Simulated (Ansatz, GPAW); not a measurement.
# Work function of OH/Nb(110) at several levels, part 2 of 3

How far do functional and basis move the work function of OH/Nb(110)?

GPAW 26.7.0 and Ansatz 0.2.0; Ansatz plane waves; slab in vacuum with a dipole correction, relaxation; PAW set soft_1 (the session's first sound run).

So far, upper work function (eV): step 2 (relaxation) 3.13.

## (3) Plane waves, PBE

The work function is the vacuum plateau of the electrostatic potential less the Fermi level; a dipole layer lets the two faces have plateaus of their own.

This step: GPAW, PAW setups; slab in vacuum (GPAW 26.7.0).

File run.py:

```python
import json
import numpy as np
from ase import Atoms
from gpaw import GPAW, PW

slab = Atoms(
    ['Nb', 'Nb', 'Nb', 'Nb', 'Nb', 'Nb', 'Nb', 'Nb', 'Nb', 'Nb', 'Nb', 'Nb', 'Nb', 'Nb', 'Nb', 'Nb', 'O', 'H'],
    positions=[
        [0.00000, 0.00000, 7.00000],
        [2.33345, 0.00000, 9.33345],
        [0.00292, 0.00016, 11.71048],
        [2.37013, -0.03844, 14.04050],
        [2.33345, 1.65000, 7.00000],
        [4.66690, 1.65000, 9.33345],
        [2.33054, 1.64984, 11.71048],
        [4.61233, 1.57898, 13.90506],
        [2.33345, -1.65000, 7.00000],
        [4.66690, -1.65000, 9.33345],
        [2.34489, -1.65782, 11.66961],
        [4.63023, -1.61156, 14.04050],
        [4.66690, 0.00000, 7.00000],
        [7.00036, 0.00000, 9.33345],
        [4.65547, 0.00782, 11.66961],
        [7.05493, 0.07102, 13.90506],
        [1.16673, 0.82500, 15.56839],
        [1.16673, 0.82500, 16.53697]],
    cell=[[4.6669, -3.3, 0.0], [4.6669, 3.3, 0.0], [0.0, 0.0, 23.78261]],
    pbc=[True, True, False])

slab.calc = GPAW(mode=PW(500), xc='PBE', kpts={'size': (6, 6, 1), 'gamma': True},
                 occupations={'name': 'fermi-dirac', 'width': 0.1}, nbands='160%',
                 convergence={'density': 1e-05}, maxiter=200,
                 poissonsolver={'dipolelayer': 'xy'},
                 symmetry={'tolerance': 1e-3}, txt='slab.txt')
result = {}
energy = slab.get_potential_energy()
fermi = slab.calc.get_fermi_level()
v = slab.calc.get_electrostatic_potential().mean((0, 1)) - fermi
n = slab.calc.get_pseudo_density().mean((0, 1))
L = slab.cell[2, 2]
z = np.arange(len(v)) * L / len(v)
low, high = slab.positions[:, 2].min(), slab.positions[:, 2].max()
below, above = np.interp([low - 4.8, high + 4.8], z, v)
slopes = [np.interp(x, z, np.gradient(v, z)) for x in (low - 4.8, high + 4.8)]
eps = np.array([[slab.calc.get_eigenvalues(k, s) for k in range(len(slab.calc.get_ibz_k_points()))]
                for s in range(slab.calc.get_number_of_spins())]) - fermi
top, bottom = eps[eps < 0].max(), eps[eps > 0].min()
dipole = slab.get_dipole_moment()[2]
print(f'energy {energy:.4f} eV, Fermi level {fermi:.4f} eV, dipole {dipole:.5f} e A')
print(f'potential 4.8 A off the faces, from the Fermi level: lower {below:.4f} eV, upper {above:.4f} eV')
print(f'slope of the potential there: lower {slopes[0]:.5f}, upper {slopes[1]:.5f} eV/A')
print(f'nearest levels on the mesh: {top:.4f} and {bottom:.4f} eV')
print('magnetic moment', round(slab.get_magnetic_moment(), 3))
result.update(energy=energy, fermi=fermi, dipole=dipole, below=below, above=above, slopes=slopes, edges=[top, bottom],
              z=z.tolist(), v=v.tolist(), n=n.tolist(), positions=slab.positions.tolist(),
              forces=slab.get_forces(apply_constraint=False).tolist(), moments=slab.get_magnetic_moments().tolist())
json.dump(result, open('result.json', 'w'))
```

Run with:

```
> OMP_NUM_THREADS=1 OPENBLAS_NUM_THREADS=1 python run.py
```

The log of the run:

```text
energy -169.6276 eV, Fermi level 2.4708 eV, dipole 0.23718 e A
potential 4.8 A off the faces, from the Fermi level: lower 4.5313 eV, upper 3.1395 eV
slope of the potential there: lower -0.00258, upper 0.00020 eV/A
nearest levels on the mesh: -0.0029 and 0.0096 eV
magnetic moment 0.0
```

Wall time 71 min (1 thread of Arm Neoverse V1, shared host); peak memory 1.7 GiB.

Numbers from this step:

- dipole along the normal: 0.2372 e·Å
- levels nearest the Fermi level on the mesh: -0.002915, 0.009649 eV from the Fermi level
- upper work function: 3.140 eV
- lower work function: 4.531 eV

The electrostatic potential energy of an electron (without an applied field's), less the Fermi level, planar mean oscillates, so the rows of the table below give means over windows of 1 Å about each position, cut where the curve ends. Its maxima inside the range that stand out by 2 % of the span (Å: eV): 0.6: 4.53, 8.2: -1.09, 10.6: -1.03, 12.8: -1.55. Its minima: 7.0: -25.1, 9.3: -25.0, 11.7: -25.0, 14.0: -25.0.

Table of electrostatic potential energy of an electron (without an applied field's), less the Fermi level, planar mean by z; means over each step:

```csv
z (Å),"electrostatic potential energy of an electron (without an applied field's), less the Fermi level, planar mean (eV)"
0,4.27
1,4.53
2,4.53
3,4.52
4,4.44
5,3.69
6,-2.79
7,-20.3
8,-3.95
9,-16.6
10,-9.24
11,-8.71
12,-17.1
13,-4.59
14,-20.2
15,-3.48
16,1.66
17,2.87
18,3.12
19,3.14
20,3.14
21,3.14
22,3.14
23,3.15
```

Pseudo valence density, planar mean against z:

z (Å), pseudo valence density, planar mean (e/Å³) and a bar:
```
      2.5       0.00 
      3.0       0.00 
      3.5       0.00 
      4.0       0.00 
      4.5       0.01 
      5.0       0.02 
      5.5       0.05 #
      6.0       0.17 ###
      6.5       0.67 #############
      7.0       1.53 ##############################
      7.5       0.69 ##############
      8.0       0.28 ######
      8.5       0.35 #######
      9.0       1.02 ####################
      9.5       1.38 ###########################
     10.0       0.47 #########
     10.5       0.26 #####
     11.0       0.44 #########
     11.5       1.31 ##########################
     12.0       1.08 #####################
     12.5       0.37 #######
     13.0       0.31 ######
     13.5       0.74 ##############
     14.0       1.49 #############################
     14.5       0.63 ############
     15.0       0.22 ####
     15.5       0.27 #####
     16.0       0.13 ###
     16.5       0.05 #
     17.0       0.01 
     17.5       0.00 
     18.0       0.00 
     18.5       0.00
```

Force by atom:

```csv
atom,x (eV/Å),y (eV/Å),z (eV/Å),size
Nb1,0.015,-0.002,0.351,0.351
Nb2,-0.017,-0.010,-0.283,0.284
Nb3,-0.004,0.000,0.006,0.007
Nb4,-0.014,0.023,0.004,0.027
Nb5,-0.015,0.002,0.351,0.351
Nb6,-0.067,0.055,-0.369,0.379
Nb7,0.004,0.000,0.006,0.007
Nb8,-0.015,-0.004,-0.041,0.044
Nb9,0.019,0.006,0.369,0.369
Nb10,0.017,0.010,-0.283,0.284
Nb11,0.000,0.000,0.010,0.010
Nb12,0.014,-0.023,0.004,0.027
Nb13,-0.019,-0.006,0.369,0.369
Nb14,0.067,-0.055,-0.369,0.379
Nb15,0.000,0.000,0.010,0.010
Nb16,0.015,0.004,-0.041,0.044
O17,0.000,0.000,-0.260,0.260
H18,0.000,0.000,0.196,0.196
```

The potential is flat to 0.003 eV/Å where it is read, so the vacuum is wide enough. The geometry is the other program's minimum; here the largest force on a free atom is 0.26 eV/Å.

## (4) Self-consistent run: xc = "RPBE"

The same geometry under RPBE, to see how far the functional moves the levels against the vacuum.

Changes to run.py since step 3:

```diff
@@ -29,3 +29,3 @@
 
-slab.calc = GPAW(mode=PW(500), xc='PBE', kpts={'size': (6, 6, 1), 'gamma': True},
+slab.calc = GPAW(mode=PW(500), xc='RPBE', kpts={'size': (6, 6, 1), 'gamma': True},
                  occupations={'name': 'fermi-dirac', 'width': 0.1}, nbands='160%',
```

The log of the run:

```text
energy -161.4016 eV, Fermi level 2.5746 eV, dipole 0.23402 e A
potential 4.8 A off the faces, from the Fermi level: lower 4.4003 eV, upper 3.0272 eV
slope of the potential there: lower -0.00295, upper 0.00021 eV/A
nearest levels on the mesh: -0.0020 and 0.0103 eV
magnetic moment 0.0
```

Elapsed: 66 min, on 1 thread; peak memory 1.7 GiB.

This step gave:

```
dipole along the normal                    : 0.2340 e·Å
levels nearest the Fermi level on the mesh : -0.002044, 0.01029 eV from the Fermi level
upper work function                        : 3.027 eV
lower work function                        : 4.400 eV
```

The electrostatic potential energy of an electron (without an applied field's), less the Fermi level, planar mean oscillates, so the rows of the table below give means over windows of 1 Å about each position, cut where the curve ends. Its maxima inside the range that stand out by 2 % of the span (Å: eV): 0.6: 4.40, 8.2: -1.17, 10.6: -1.11, 12.8: -1.63. Its minima: 7.0: -25.1, 9.3: -25.1, 11.7: -25.1, 14.0: -25.0.

Electrostatic potential energy of an electron (without an applied field's), less the Fermi level, planar mean against z; means over each step:

| z (Å) | electrostatic potential energy of an electron (without an applied field's), less the Fermi level, planar mean (eV) |
| --- | --- |
| 0 | 4.14 |
| 1 | 4.40 |
| 2 | 4.40 |
| 3 | 4.39 |
| 4 | 4.31 |
| 5 | 3.56 |
| 6 | -2.89 |
| 7 | -20.3 |
| 8 | -4.03 |
| 9 | -16.7 |
| 10 | -9.32 |
| 11 | -8.79 |
| 12 | -17.1 |
| 13 | -4.67 |
| 14 | -20.3 |
| 15 | -3.60 |
| 16 | 1.52 |
| 17 | 2.75 |
| 18 | 3.00 |
| 19 | 3.02 |
| 20 | 3.03 |
| 21 | 3.03 |
| 22 | 3.03 |
| 23 | 3.04 |

The pseudo valence density, planar mean oscillates, so the rows of the table below give means over windows of 2.28 Å about each position, cut where the curve ends. Its maxima inside the range that stand out by 2 % of the span (Å: e/Å³): 7.0: 1.56, 9.3: 1.56, 11.6: 1.51, 13.9: 1.50, 15.6: 0.266. Its minima: 8.2: 0.262, 10.5: 0.253, 12.7: 0.284, 15.0: 0.216.

Pseudo valence density, planar mean against z; means over each step:

| z (Å) | pseudo valence density, planar mean (e/Å³) |
| --- | --- |
| 1.14 | 8.4e-6 |
| 3.42 | 0.00142 |
| 5.70 | 0.265 |
| 7.98 | 0.711 |
| 10.26 | 0.700 |
| 12.54 | 0.742 |
| 14.82 | 0.614 |
| 17.10 | 0.0281 |
| 19.38 | 5.8e-5 |

Force by atom:

```
atom  x (eV/Å)  y (eV/Å)  z (eV/Å)   size
 Nb1     0.015    -0.002     0.201  0.202
 Nb2    -0.018    -0.008    -0.276  0.277
 Nb3     0.002     0.003    -0.002  0.004
 Nb4     0.048    -0.035     0.015  0.062
 Nb5    -0.015     0.002     0.201  0.202
 Nb6    -0.068     0.056    -0.362  0.373
 Nb7    -0.002    -0.003    -0.002  0.004
 Nb8     0.003     0.003     0.102  0.102
 Nb9     0.019     0.006     0.219  0.220
Nb10     0.018     0.008    -0.276  0.277
Nb11    -0.006     0.009    -0.007  0.013
Nb12    -0.048     0.035     0.015  0.062
Nb13    -0.019    -0.006     0.219  0.220
Nb14     0.068    -0.056    -0.362  0.373
Nb15     0.006    -0.009    -0.007  0.013
Nb16    -0.003    -0.003     0.102  0.102
 O17     0.000     0.000     0.062  0.062
 H18     0.000     0.000     0.201  0.201
```

The upper face's work function is 3.027 eV, against 3.140 eV in the first plane-wave PBE run at this geometry.

## (5) Self-consistent run: xc = "LDA"

The same geometry under LDA, to see how far the functional moves the levels against the vacuum.

Changes to run.py since step 4:

```diff
@@ -29,3 +29,3 @@
 
-slab.calc = GPAW(mode=PW(500), xc='RPBE', kpts={'size': (6, 6, 1), 'gamma': True},
+slab.calc = GPAW(mode=PW(500), xc='LDA', kpts={'size': (6, 6, 1), 'gamma': True},
                  occupations={'name': 'fermi-dirac', 'width': 0.1}, nbands='160%',
```

The log of the run:

```text
energy -186.3010 eV, Fermi level 2.2194 eV, dipole 0.23951 e A
potential 4.8 A off the faces, from the Fermi level: lower 4.7773 eV, upper 3.3717 eV
slope of the potential there: lower -0.00221, upper 0.00019 eV/A
nearest levels on the mesh: -0.0061 and 0.0080 eV
magnetic moment 0.0
```

The job ended after 68 min (1 thread; peak memory 1.7 GiB).

Numbers from this step:

```
dipole along the normal                    : 0.2395 e·Å
levels nearest the Fermi level on the mesh : -0.006057, 0.008016 eV from the Fermi level
upper work function                        : 3.372 eV
lower work function                        : 4.777 eV
```

The upper face's work function is 3.372 eV, against 3.140 eV in the first plane-wave PBE run at this geometry.

## (6) Self-consistent run: xc = "vdW-DF2"

The same geometry under vdW-DF2, to see how far the functional moves the levels against the vacuum (the van der Waals functionals take revPBE setups).

Changes to run.py since step 5:

```diff
@@ -29,3 +29,3 @@
 
-slab.calc = GPAW(mode=PW(500), xc='LDA', kpts={'size': (6, 6, 1), 'gamma': True},
+slab.calc = GPAW(mode=PW(500), xc='vdW-DF2', kpts={'size': (6, 6, 1), 'gamma': True},
                  occupations={'name': 'fermi-dirac', 'width': 0.1}, nbands='160%',
```

The log of the run:

```text
energy -1459.4732 eV, Fermi level 2.3628 eV, dipole 0.20940 e A
potential 4.8 A off the faces, from the Fermi level: lower 4.7826 eV, upper 3.5547 eV
slope of the potential there: lower -0.00442, upper 0.00031 eV/A
nearest levels on the mesh: -0.0033 and 0.0085 eV
magnetic moment 0.0
```

Wall time 68 min (1 thread); peak memory 2.2 GiB.

Numbers from this step:

| Property | Result |
| --- | --- |
| dipole along the normal | 0.2094 e·Å |
| levels nearest the Fermi level on the mesh | -0.003277, 0.008494 eV from the Fermi level |
| upper work function | 3.555 eV |
| lower work function | 4.783 eV |

The upper face's work function is 3.555 eV, against 3.140 eV in the first plane-wave PBE run at this geometry.

## (7) Real-space grid: mode = "fd"

A real-space grid is a second complete basis, so it checks the plane-wave result.

Changes to run.py since step 6:

```diff
@@ -3,3 +3,3 @@
 from ase import Atoms
-from gpaw import GPAW, PW
+from gpaw import GPAW
 
@@ -29,3 +29,3 @@
 
-slab.calc = GPAW(mode=PW(500), xc='vdW-DF2', kpts={'size': (6, 6, 1), 'gamma': True},
+slab.calc = GPAW(mode='fd', h=0.18, xc='PBE', kpts={'size': (6, 6, 1), 'gamma': True},
                  occupations={'name': 'fermi-dirac', 'width': 0.1}, nbands='160%',
```

The log of the run:

```text
energy -170.5604 eV, Fermi level -3.8351 eV, dipole 0.23687 e A
potential 4.8 A off the faces, from the Fermi level: lower 4.5300 eV, upper 3.1393 eV
slope of the potential there: lower -0.00234, upper 0.00003 eV/A
nearest levels on the mesh: -0.0023 and 0.0096 eV
magnetic moment 0.0
```

It took 3.3 h on 1 thread; peak memory 7 GiB.

This step gave:

- dipole along the normal: 0.2369 e·Å
- levels nearest the Fermi level on the mesh: -0.002333, 0.009615 eV from the Fermi level
- upper work function: 3.139 eV
- lower work function: 4.530 eV

The upper face's work function is 3.139 eV, against 3.140 eV in the first plane-wave PBE run at this geometry.

## (8) Cost and result by level

Times are for 1 thread of Arm Neoverse V1, shared host. The series side by side:

| no. | run | upper work function (eV) | lower work function (eV) | time | memory (GiB) |
| --- | --- | --- | --- | --- | --- |
| 1 | pw | 3.140 | 4.531 | 71 min | 1.7 |
| 2 | RPBE | 3.027 | 4.400 | 66 min | 1.7 |
| 3 | LDA | 3.372 | 4.777 | 68 min | 1.7 |
| 4 | vdW DF2 | 3.555 | 4.783 | 68 min | 2.2 |
| 5 | fd | 3.139 | 4.530 | 3.3 h | 7.0 |

[end of part 2 of 3]

[Logs are printed without paths, hosts, clocks, repeated set-up lines and the standing remarks that a program may print on its own settings, such as how far it seeks lower states.]

[Hosts, paths, dates, database ids (printed as entryN), source tags and the programs' standing remarks are cut or masked in the printed files.]
